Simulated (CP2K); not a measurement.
Consider 2-fluoropyrrole at its PBE geometry (Å).

```xyz
10

F     2.4754    0.0319   -0.1069
C     1.1248    0.0920   -0.0490
C     0.2821    1.1752    0.0280
C    -1.0411    0.6293    0.0699
C    -0.9473   -0.7469    0.0164
N     0.4007   -1.0714   -0.0585
H     0.5764    2.2169    0.0504
H    -1.9643    1.1947    0.1337
H    -1.7053   -1.5203    0.0209
H     0.7987   -2.0013   -0.1050
```

Method: CP2K XAS_TDP, all-electron GAPW, PBEh(45%), aug-cc-pVDZ, TDA, GW2X-corrected core level, no relativity.

**Question.** Where do the N K-edge lines lie, and how strong are they?

Leading lines: N6 403.57 eV. The leading line of an atom is its first one with 35 % of the strongest within 2.5 eV of its lowest line over the strength cut. Core ionisation energies at this level: N6 407.03 eV.

The first six lines of each atom with a strength over 0.0015:

```
                    atom  energy (eV)  states  strength, one atom  above the computed threshold
N6 (bonded to 2 C and H)       403.57       1              0.0327                              
                               404.23       1              0.0151                              
                               405.83       1              0.0020                              
                               406.08       1              0.0028                              
                               407.60       1              0.0041                           yes
                               407.83       1              0.0092                           yes
```

Lines are vertical, at one geometry, with no vibrational structure. GW2X ionisation energies and lines can be off by 1 to 2 eV either way, and a good line position may hide errors that cancel. These values hold no scalar relativity, about 0.2 eV for N 1s. Rydberg lines, and the discretised continuum above threshold, depend on the basis and the box.

[Banner, clock and machine lines of the logs are left out without a mark of their own.]

[Logs are printed without paths, hosts, clocks, repeated set-up lines and the standing remarks that a program may print on its own settings, such as how far it seeks lower states.]

[Hosts, paths, dates, database ids (printed as entryN), source tags and the programs' standing remarks are cut or masked in the printed files.]
